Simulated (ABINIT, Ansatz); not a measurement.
## Ba2C (Fm-3m): zone-centre phonons

Aim: the zone-centre modes of Ba2C (Fm-3m).

Method: DFT PBEsol, scalar-relativistic, plane waves, PseudoDojo norm-conserving pseudopotentials, in ABINIT 10.8.3.

The structure was built from a prototype and need not be the compound's stable phase.

**1. The structure**

The structure is cubic, space group Fm-3m (No. 225). The conventional cell has a = 6.878 Å, b = 6.878 Å, c = 6.878 Å, α = 90.00°, β = 90.00°, γ = 90.00°. Ba has 4 C at 2.98 Å nearest. C has 8 Ba at 2.98 Å nearest. Farther neighbours are not listed.

As a file:

```cif
data_structure
_symmetry_space_group_name_H-M 'Fm-3m'
_symmetry_Int_Tables_number 225
_cell_length_a 6.8775
_cell_length_b 6.8775
_cell_length_c 6.8775
_cell_angle_alpha 90.000
_cell_angle_beta 90.000
_cell_angle_gamma 90.000
_cell_volume 325.31
loop_
_atom_site_label
_atom_site_type_symbol
_atom_site_symmetry_multiplicity
_atom_site_Wyckoff_symbol
_atom_site_fract_x
_atom_site_fract_y
_atom_site_fract_z
_atom_site_occupancy
Ba1 Ba 8 c 0.75000 0.25000 0.75000 1
C1 C 4 a 0.00000 0.00000 0.00000 1
```

**2. Relaxation**

The harmonic expansion needs vanishing forces, and a free crystal bears no stress, so cell and atoms are brought to rest. Stress is more sensitive to the basis than forces are: the last 3 Ha under the cutoff are smoothed with ecutsm, and the cutoff is raised above that of the later runs.

The starting cell comes from a relaxation made beforehand in Ansatz (PBEsol, PseudoDojo NC).

Contents of relax.abi:

```
# relaxation
ionmov 2
optcell 2
dilatmx 1.08
ntime 40
tolmxf 1.0d-05
tolvrs 1.0d-14
prtwf 0
prtden 0
chksymtnons 0

# basis, mesh and filling
ecut 46.0
ecutsm 3.0
ngkpt 8 8 8
nshiftk 1
shiftk 0.0 0.0 0.0
istwfk *1
occopt 7
tsmear 0.01
nband 19
nstep 100
diemac 1000000.0
prtebands 0
prtgsr 0
useylm 1

# cell and atoms
acell 9.190029943 9.190029943 9.190029943
rprim 
    -0.7071067812 0.0 0.7071067812
    0.0 0.7071067812 0.7071067812
    -0.7071067812 0.7071067812 0.0
ntypat 2
znucl 56 6
natom 3
typat 1 1 2
xred 
    0.75 0.75 0.75
    0.25 0.25 0.25
    0.0 0.0 0.0
pp_dirpath "./pseudo"
pseudos "Ba.upf, C.upf"
```

Run with:

```console
> OMP_NUM_THREADS=1 mpirun -n 4 abinit relax.abi > relax.log
```

Numbers of over 12 decimals in the logs are rounded to 6 here.

relax.abo, the main output file:

```text
[banners, grids, parts of the stress and lines that vanish by symmetry left out]
- input  file    -> relax.abi
- output file    -> relax.abo
- root for input  files -> relaxi
[...]
Symmetries : space group Fm -3 m (#225); Bravais cF (face-center cubic)
[...]
mpw =       10369          nfft =      262144          nkpt =          29
[...]
== DATASET  1 ==================================================================
[...]
cutoff_energies: {ecut:  46.0, pawecutdg:  -1.0, }
[...]
ETOT  1  -61.683472750914    -6.168E+01 4.893E-02 6.337E+03
 ETOT  2  -61.235504243348     4.480E-01 2.603E-02 1.281E+04
 ETOT  3  -62.110793622967    -8.753E-01 5.098E-03 1.377E+02
 ETOT  4  -62.118762593176    -7.969E-03 6.998E-03 3.239E+01
 ETOT  5  -62.063486835983     5.528E-02 1.044E-03 7.597E+02
[...]
At SCF step   16       vres2   =  3.19E-16 < tolvrs=  1.00E-14 =>converged.
[...]
sigma(1 1)= -3.39704181E-05  sigma(3 2)=  0.00000000E+00
  sigma(2 2)= -3.39704181E-05  sigma(3 1)=  0.00000000E+00
  sigma(3 3)= -3.39704181E-05  sigma(2 1)=  0.00000000E+00
[...]
convergence: {deltae: -2.089E-12, res2:  3.187E-16, residm:  1.280E-05, diffor: null, }
etotal    :  -6.21202210E+01
[...]
ETOT  1  -62.120131953091    -6.212E+01 9.637E-06 2.097E+00
[...]
At SCF step   10       vres2   =  5.44E-15 < tolvrs=  1.00E-14 =>converged.
[...]
sigma(1 1)= -2.95509207E-05  sigma(3 2)=  0.00000000E+00
  sigma(2 2)= -2.95509207E-05  sigma(3 1)=  0.00000000E+00
  sigma(3 3)= -2.95509207E-05  sigma(2 1)=  0.00000000E+00
[...]
convergence: {deltae: -2.622E-12, res2:  5.444E-15, residm:  2.530E-06, diffor: null, }
etotal    :  -6.21202743E+01
[...]
ETOT  1  -62.113288200988    -6.211E+01 1.424E-05 1.050E+02
[...]
At SCF step   11       vres2   =  1.46E-15 < tolvrs=  1.00E-14 =>converged.
[...]
sigma(1 1)= -9.46501949E-07  sigma(3 2)=  0.00000000E+00
  sigma(2 2)= -9.46501949E-07  sigma(3 1)=  0.00000000E+00
  sigma(3 3)= -9.46501949E-07  sigma(2 1)=  0.00000000E+00
[...]
convergence: {deltae: -1.251E-12, res2:  1.463E-15, residm:  7.217E-07, diffor: null, }
etotal    :  -6.21204479E+01
[...]
ETOT  1  -62.120440498213    -6.212E+01 8.036E-07 1.110E-01
[...]
ETOT  9  -62.120448134721     1.826E-12 3.136E-07 1.119E-14
 ETOT 10  -62.120448134719     1.066E-12 1.511E-06 4.307E-16
 At SCF step   10       vres2   =  4.31E-16 < tolvrs=  1.00E-14 =>converged.
[...]
sigma(1 1)= -2.82521279E-08  sigma(3 2)=  0.00000000E+00
  sigma(2 2)= -2.82521279E-08  sigma(3 1)=  0.00000000E+00
  sigma(3 3)= -2.82521279E-08  sigma(2 1)=  0.00000000E+00
[...]
convergence: {deltae:  1.066E-12, res2:  4.307E-16, residm:  1.511E-06, diffor: null, }
etotal    :  -6.21204481E+01
[...]
At Broyd/MD step   4, gradients are converged :
[...]
sigma(1 1)= -2.82521279E-08  sigma(3 2)=  0.00000000E+00
  sigma(2 2)= -2.82521279E-08  sigma(3 1)=  0.00000000E+00
  sigma(3 3)= -2.82521279E-08  sigma(2 1)=  0.00000000E+00
[...]
- sigma(1 1)= -8.31206299E-04  sigma(3 2)=  0.00000000E+00
- sigma(2 2)= -8.31206299E-04  sigma(3 1)=  0.00000000E+00
- sigma(3 3)= -8.31206299E-04  sigma(2 1)=  0.00000000E+00
[...]
fcart     -1.6053744514E-31 -2.6756240857E-31  5.3512481714E-32
           strten     -2.8252127858E-08 -2.8252127859E-08 -2.8252127857E-08
================================================================================

[key lines of the parts left out:]
pressure_GPa:   8.3121E-04
Total energy (etotal) [Ha]= -6.21204481347195E+01
```

The job ended after 3.8 min (4 MPI ranks of Arm Neoverse V1, shared host).

The steps of the relaxation:

```tsv
step	energy less that of the first step (eV)	largest force (eV/Å)	volume (Å³)
1	0.0000	0.0000	81.33
2	-0.0015	0.0000	81.58
3	-0.0062	0.0000	83.29
4	-0.0062	0.0000	83.35
```

```tsv
conventional cell, symmetrised	before	after	change
a (Å)	6.878	6.934	+0.8 %
b (Å)	6.878	6.934	+0.8 %
c (Å)	6.878	6.934	+0.8 %
volume (Å³/atom)	27.11	27.78	+2.5 %
```

The relaxed structure:

```
Ba C
1.0
    -3.46708    0.00000    3.46708
     0.00000    3.46708    3.46708
    -3.46708    3.46708    0.00000
Ba C
2 1
Direct
  0.75000 0.75000 0.75000
  0.25000 0.25000 0.25000
  0.00000 0.00000 0.00000
```

This step gave:

| Item | Value |
| --- | --- |
| volume per atom | 27.78 Å³ |
| pressure | 8.31e-4 GPa |
| gap on the k-mesh | 0 eV |

The volume changes by +2.5 % from the cell with which this run began.

**3. Self-consistent run for the response**

The response is built on these wavefunctions, so the potential is converged far more tightly than an energy would need. Occupations are smeared.

Contents of gs.abi:

```
# ground state
tolvrs 1.0d-16
prtden 1
prtwf 1

# basis, mesh and filling
ecut 37.0
ngkpt 8 8 8
nshiftk 1
shiftk 0.0 0.0 0.0
istwfk *1
occopt 7
tsmear 0.01
nband 19
nstep 100
diemac 1000000.0
prtebands 0
prtgsr 0
useylm 1

# cell and atoms
acell 9.265691171 9.265691171 9.265691171
rprim 
    -0.7071067812 0.0 0.7071067812
    0.0 0.7071067812 0.7071067812
    -0.7071067812 0.7071067812 0.0
ntypat 2
znucl 56 6
natom 3
typat 1 1 2
xred 
    0.75 0.75 0.75
    0.25 0.25 0.25
    0.0 0.0 0.0
pp_dirpath "./pseudo"
pseudos "Ba.upf, C.upf"
```

Run with:

```console
> OMP_NUM_THREADS=1 mpirun -n 4 abinit gs.abi > gs.log
```

gs.abo, the main output file:

```text
[banners, grids, parts of the stress and lines that vanish by symmetry left out]
- input  file    -> gs.abi
- output file    -> gs.abo
- root for input  files -> gsi
[...]
Symmetries : space group Fm -3 m (#225); Bravais cF (face-center cubic)
[...]
mpw =        6068          nfft =      157464          nkpt =          29
[...]
== DATASET  1 ==================================================================
[...]
cutoff_energies: {ecut:  37.0, pawecutdg:  -1.0, }
[...]
ETOT  1  -61.686206376526    -6.169E+01 3.898E-02 3.749E+03
 ETOT  2  -61.227005810366     4.592E-01 2.793E-02 7.665E+03
 ETOT  3  -62.110527669852    -8.835E-01 5.097E-03 8.383E+01
 ETOT  4  -62.118812541483    -8.285E-03 1.075E-02 1.973E+01
 ETOT  5  -62.056625715472     6.219E-02 9.251E-04 5.042E+02
[...]
ETOT 16  -62.120314905036     8.598E-13 7.785E-06 5.858E-16
 ETOT 17  -62.120314905039    -2.949E-12 1.789E-05 8.064E-19
 At SCF step   17       vres2   =  8.06E-19 < tolvrs=  1.00E-16 =>converged.
[...]
sigma(1 1)=  2.37775128E-06  sigma(3 2)=  0.00000000E+00
  sigma(2 2)=  2.37775128E-06  sigma(3 1)=  0.00000000E+00
  sigma(3 3)=  2.37775128E-06  sigma(2 1)=  0.00000000E+00
[...]
convergence: {deltae: -2.949E-12, res2:  8.064E-19, residm:  1.789E-05, diffor: null, }
etotal    :  -6.21203149E+01
[...]
sigma(1 1)=  2.37775128E-06  sigma(3 2)=  0.00000000E+00
  sigma(2 2)=  2.37775128E-06  sigma(3 1)=  0.00000000E+00
  sigma(3 3)=  2.37775128E-06  sigma(2 1)=  0.00000000E+00
[...]
- sigma(1 1)=  6.99558578E-02  sigma(3 2)=  0.00000000E+00
- sigma(2 2)=  6.99558578E-02  sigma(3 1)=  0.00000000E+00
- sigma(3 3)=  6.99558578E-02  sigma(2 1)=  0.00000000E+00
[...]
fcart     -4.2809985368E-31  1.8950802028E-48 -2.1404992684E-31
           strten      2.3777512761E-06  2.3777512761E-06  2.3777512761E-06
================================================================================

[key lines of the parts left out:]
pressure_GPa:  -6.9956E-02
```

It took 65 s on 4 MPI ranks; 4.3 min of CPU time.

Numbers from this step:

| Quantity | Value |
| --- | --- |
| pressure | -0.06996 GPa |

The cell stands at -0.070 GPa, close enough for phonons.

**4. Linear response at Γ**

At q = 0 one unit cell holds all displacements. The response is solved for single atoms along the cell's directions, and symmetry skips those that follow from others. The crystal is treated as a metal, which screens a static field, so no field response is asked.

Contents of dfpt_gamma.abi:

```

# common to the responses
getwfk_filepath "gso_WFK"
kptopt 2
nqpt 1
qpt 0.0 0.0 0.0
asr 0
chneut 0

# displacements
rfphon 1
rfatpol 1 3
rfdir 1 1 1
tolvrs 1.0d-10
prtwf 0

# basis, mesh and filling
ecut 37.0
ngkpt 8 8 8
nshiftk 1
shiftk 0.0 0.0 0.0
istwfk *1
occopt 7
tsmear 0.01
nband 19
nstep 100
diemac 1000000.0
prtebands 0
prtgsr 0
useylm 1

# cell and atoms
acell 9.265691171 9.265691171 9.265691171
rprim 
    -0.7071067812 0.0 0.7071067812
    0.0 0.7071067812 0.7071067812
    -0.7071067812 0.7071067812 0.0
ntypat 2
znucl 56 6
natom 3
typat 1 1 2
xred 
    0.75 0.75 0.75
    0.25 0.25 0.25
    0.0 0.0 0.0
pp_dirpath "./pseudo"
pseudos "Ba.upf, C.upf"
```

Run with:

```console
> OMP_NUM_THREADS=1 mpirun -n 4 abinit dfpt_gamma.abi > dfpt_gamma.log
```

dfpt_gamma.abo, the main output file:

```text
[banners, grids, parts of the stress and lines that vanish by symmetry left out]
- input  file    -> dfpt_gamma.abi
- output file    -> dfpt_gamma.abo
- root for input  files -> dfpt_gammai
- root for output files -> dfpt_gammao

 Symmetries : space group Fm -3 m (#225); Bravais cF (face-center cubic)
================================================================================
 Values of the parameters that define the memory need of the present run (RF).
     intxc =       0      iscf =       7    lmnmax =      18     lnmax =       6
     mgfft =      54  mpssoang =       3    mqgrid =    3001     natom =       3
  nloc_mem =       1    nspden =       1   nspinor =       1    nsppol =       1
      nsym =      48    n1xccc =    2501    ntypat =       2    occopt =       7
   xclevel =       2
-    mband =          19        mffmem =           1         mkmem =          65
-   mkqmem =          65        mk1mem =          65           mpw =        6068
      nfft =      157464          nkpt =         260
- my_mband =          19
================================================================================
================================================================================

--------------------------------------------------------------------------------
------------- Echo of variables that govern the present computation ------------
--------------------------------------------------------------------------------
-
- outvars: echo of selected default values
-   iomode0 =  0 , fftalg0 =312 , wfoptalg0 =  0
-
- outvars: echo of global parameters not present in the input file
-  max_nthreads =    1
-
 -outvars: echo values of preprocessed input variables
 [... echo left out ...]
================================================================================

 chkinp: Checking input parameters for consistency.

[...]
== DATASET  1 ==================================================================
-   mpi_nproc: 4, omp_nthreads: 1 (-1 if OMP is not activated)

--- !DatasetInfo
iteration_state: {dtset: 1, }
dimensions: {natom: 3, nkpt: 260, mband: 19, nsppol: 1, nspinor: 1, nspden: 1, mpw: 6068, }
cutoff_energies: {ecut:  37.0, pawecutdg:  -1.0, }
electrons: {nelect:   2.40000000E+01, charge:   0.00000000E+00, occopt:   7.00000000E+00, tsmear:   1.00000000E-02, }
meta: {optdriver: 1, rfphon: 1, }
...

 mkfilename: getwfk from: gso_WFK

 Real(R)+Recip(G) space primitive vectors, cartesian coordinates (Bohr,Bohr^-1):
 R(1)= -6.5518331  0.0000000  6.5518331  G(1)= -0.0763145 -0.0763145  0.0763145
 R(2)=  0.0000000  6.5518331  6.5518331  G(2)=  0.0763145  0.0763145  0.0763145
 R(3)= -6.5518331  6.5518331  0.0000000  G(3)= -0.0763145  0.0763145 -0.0763145
 Unit cell volume ucvol=  5.6249474E+02 bohr^3
 Angles (23,13,12)=  6.00000000E+01  6.00000000E+01  6.00000000E+01 degrees
 setup1 : take into account q-point for computing boxcut.

 getcut: wavevector=  0.0000  0.0000  0.0000  ngfft=  54  54  54
         ecut(hartree)=     37.000   => boxcut(ratio)=   2.12911

--- Pseudopotential description ------------------------------------------------
- pspini: atom type   1  psp file is ./pseudo/Ba.upf

- pspini: atom type   2  psp file is ./pseudo/C.upf

   1.37033892E+03                                ecore*ucvol(ha*bohr**3)
--------------------------------------------------------------------------------

 ==>  initialize data related to q vector <==

 The list of irreducible perturbations for this q vector is:
    1)    idir= 1    ipert=   1
    2)    idir= 1    ipert=   3

[...]
The perturbation idir=   2  ipert=   1 is
 symmetric of a previously calculated perturbation.
 So, its SCF calculation is not needed.

 The perturbation idir=   3  ipert=   1 is
 symmetric of a previously calculated perturbation.
 So, its SCF calculation is not needed.

 The perturbation idir=   1  ipert=   2 is
 symmetric of a previously calculated perturbation.
 So, its SCF calculation is not needed.

 The perturbation idir=   2  ipert=   2 is
 symmetric of a previously calculated perturbation.
 So, its SCF calculation is not needed.

 The perturbation idir=   3  ipert=   2 is
 symmetric of a previously calculated perturbation.
 So, its SCF calculation is not needed.

 The perturbation idir=   2  ipert=   3 is
 symmetric of a previously calculated perturbation.
 So, its SCF calculation is not needed.

 The perturbation idir=   3  ipert=   3 is
 symmetric of a previously calculated perturbation.
 So, its SCF calculation is not needed.

--------------------------------------------------------------------------------
 Perturbation wavevector (in red.coord.)   0.000000  0.000000  0.000000
 Perturbation : displacement of atom   1   along direction   1
 Found     2 symmetries that leave the perturbation invariant.

[...]
dfpt_looppert : total number of electrons, from k and k+q
  fully or partially occupied states are    2.400000E+01 and    2.400000E+01.
 Initialisation of the first-order wave-functions :
  ireadwf=   0

--- !BeginCycle
iteration_state: {dtset: 1, }
solver: {iscf: 7, nstep: 100, nline: 4, wfoptalg: 0, }
tolerances: {tolvrs: 1.00E-10, }
...

     iter   2DEtotal(Ha)        deltaE(Ha) residm    vres2
-ETOT  1   2.436952     -1.113E+03 1.455E+00 2.918E+03
 ETOT  2   1.620862     -8.161E-01 1.895E-01 4.727E+01
 ETOT  3   1.611728     -9.134E-03 2.287E-02 1.138E+01
 ETOT  4   1.610449     -1.279E-03 3.917E-02 1.233E-01
 ETOT  5   1.610437     -1.221E-05 7.563E-03 1.031E-02
[...]
At SCF step   11       vres2   =  4.05E-11 < tolvrs=  1.00E-10 =>converged.
[...]
Mean square residual over all n,k,spin=   28.479E-08; max=  32.865E-05

 Thirteen components of 2nd-order total energy (hartree) are
 1,2,3: 0th-order hamiltonian combined with 1st-order wavefunctions
     kin0=   8.38094411E+02 eigvalue=   8.05927249E+01  local=  -5.98022534E+02
 4,5,6: 1st-order hamiltonian combined with 1st and 0th-order wfs
 loc psp =  -9.57848545E+02  Hartree=   3.10932619E+02     xc=  -8.93219082E+01
 note that "loc psp" includes a xc core correction that could be resolved
 7,8,9: eventually, occupation + non-local contributions
    edocc=   1.04773309E+02     enl0=   4.66595564E+02   enl1=  -1.26943983E+03
 1-9 gives the relaxation energy (to be shifted if some occ is /=2.0)
   erelax=  -1.11364419E+03
 10,11,12 Non-relaxation  contributions : frozen-wavefunctions and Ewald
 fr.local=   4.06701182E+02 fr.nonlo=   6.34122008E+02  Ewald=   8.95063448E+01
 13,14 Frozen wf xc core corrections (1) and (2)
 frxc 1  =  -1.14482889E+02  frxc 2 =   9.94079741E+01
 Resulting in :
 2DEtotal=    0.1610434688E+01 Ha. Also 2DEtotal=    0.438221603224E+02 eV
    (2DErelax=   -1.1136441852E+03 Ha. 2DEnonrelax=    1.1152546199E+03 Ha)
    (  non-var. 2DEtotal :    1.6104342462E+00 Ha)

[...]
Perturbation wavevector (in red.coord.)   0.000000  0.000000  0.000000
 Perturbation : displacement of atom   3   along direction   1
 Found     4 symmetries that leave the perturbation invariant.

--------------------------------------------------------------------------------

--------------------------------------------------------------------------------

 dfpt_looppert : total number of electrons, from k and k+q
  fully or partially occupied states are    2.400000E+01 and    2.400000E+01.
 Initialisation of the first-order wave-functions :
  ireadwf=   0

--- !BeginCycle
iteration_state: {dtset: 1, }
solver: {iscf: 7, nstep: 100, nline: 4, wfoptalg: 0, }
tolerances: {tolvrs: 1.00E-10, }
...

     iter   2DEtotal(Ha)        deltaE(Ha) residm    vres2
-ETOT  1   5.505112     -1.201E+03 1.266E+00 2.256E+04
[...]
ETOT 10   1.915633     -2.751E-11 5.201E-03 5.396E-09
 ETOT 11   1.915633     -1.319E-11 3.130E-03 4.206E-11

 At SCF step   11       vres2   =  4.21E-11 < tolvrs=  1.00E-10 =>converged.
[...]
Mean square residual over all n,k,spin=   24.055E-07; max=  31.298E-04

 Thirteen components of 2nd-order total energy (hartree) are
 1,2,3: 0th-order hamiltonian combined with 1st-order wavefunctions
     kin0=   1.27833887E+03 eigvalue=  -6.07421373E+01  local=  -4.76118123E+02
 4,5,6: 1st-order hamiltonian combined with 1st and 0th-order wfs
 loc psp =  -5.77553022E+02  Hartree=   1.48579341E+02     xc=  -4.09440114E+01
 note that "loc psp" includes a xc core correction that could be resolved
 7,8,9: eventually, occupation + non-local contributions
    edocc=   1.07457843E+01     enl0=   3.44841922E+02   enl1=  -1.83185028E+03
 1-9 gives the relaxation energy (to be shifted if some occ is /=2.0)
   erelax=  -1.20470165E+03
 10,11,12 Non-relaxation  contributions : frozen-wavefunctions and Ewald
 fr.local=   2.32181812E+02 fr.nonlo=   9.27522758E+02  Ewald=   5.11464827E+01
 13,14 Frozen wf xc core corrections (1) and (2)
 frxc 1  =  -3.98504713E+01  frxc 2 =   3.56167011E+01
 Resulting in :
 2DEtotal=    0.1915632975E+01 Ha. Also 2DEtotal=    0.521270287985E+02 eV
    (2DErelax=   -1.2047016491E+03 Ha. 2DEnonrelax=    1.2066172820E+03 Ha)
    (  non-var. 2DEtotal :    1.9156332917E+00 Ha)

[...]
---- first-order wavefunction calculations are completed ----

 ==> Compute Derivative Database <==

 [... matrices left out ...]
  Phonon wavevector (reduced coordinates) :  0.00000  0.00000  0.00000
 Phonon energies in Hartree :
  -1.912556E-05 -1.912556E-05 -1.912556E-05  3.244134E-04  3.244134E-04
   3.244134E-04  1.031546E-03  1.031546E-03  1.031546E-03
 Phonon frequencies in cm-1    :
- -4.197576E+00 -4.197576E+00 -4.197576E+00  7.120052E+01  7.120052E+01
-  7.120052E+01  2.263981E+02  2.263981E+02  2.263981E+02

== END DATASET(S) ==============================================================
================================================================================

 -outvars: echo values of variables after computation
            acell      9.2656911710E+00  9.2656911710E+00  9.2656911710E+00 Bohr
           etotal      1.9156329754E+00
            fcart      0.0000000000E+00  0.0000000000E+00  0.0000000000E+00
           strten      0.0000000000E+00  0.0000000000E+00  0.0000000000E+00
================================================================================
```

Wall time 5.6 min (4 MPI ranks); 22 min of CPU time.

Numbers from this step:

* largest acoustic frequency at the zone centre before the sum rule: -4.2 cm⁻¹
* highest optical zone-centre mode (no LO-TO term): 226.4 cm⁻¹
* lowest optical zone-centre mode: 71.2 cm⁻¹

The acoustic modes at Γ come out as far as 4.2 cm⁻¹ from zero, where they should vanish, a small numerical error.

(Continued in part 2 of 3.)

[Host names and launcher messages were left out of these logs when they were recorded.]

[Logs are printed without paths, hosts, clocks, repeated set-up lines and the standing remarks that a program may print on its own settings, such as how far it seeks lower states.]

[Hosts, paths, dates, database ids (printed as entryN), source tags and the programs' standing remarks are cut or masked in the printed files.]
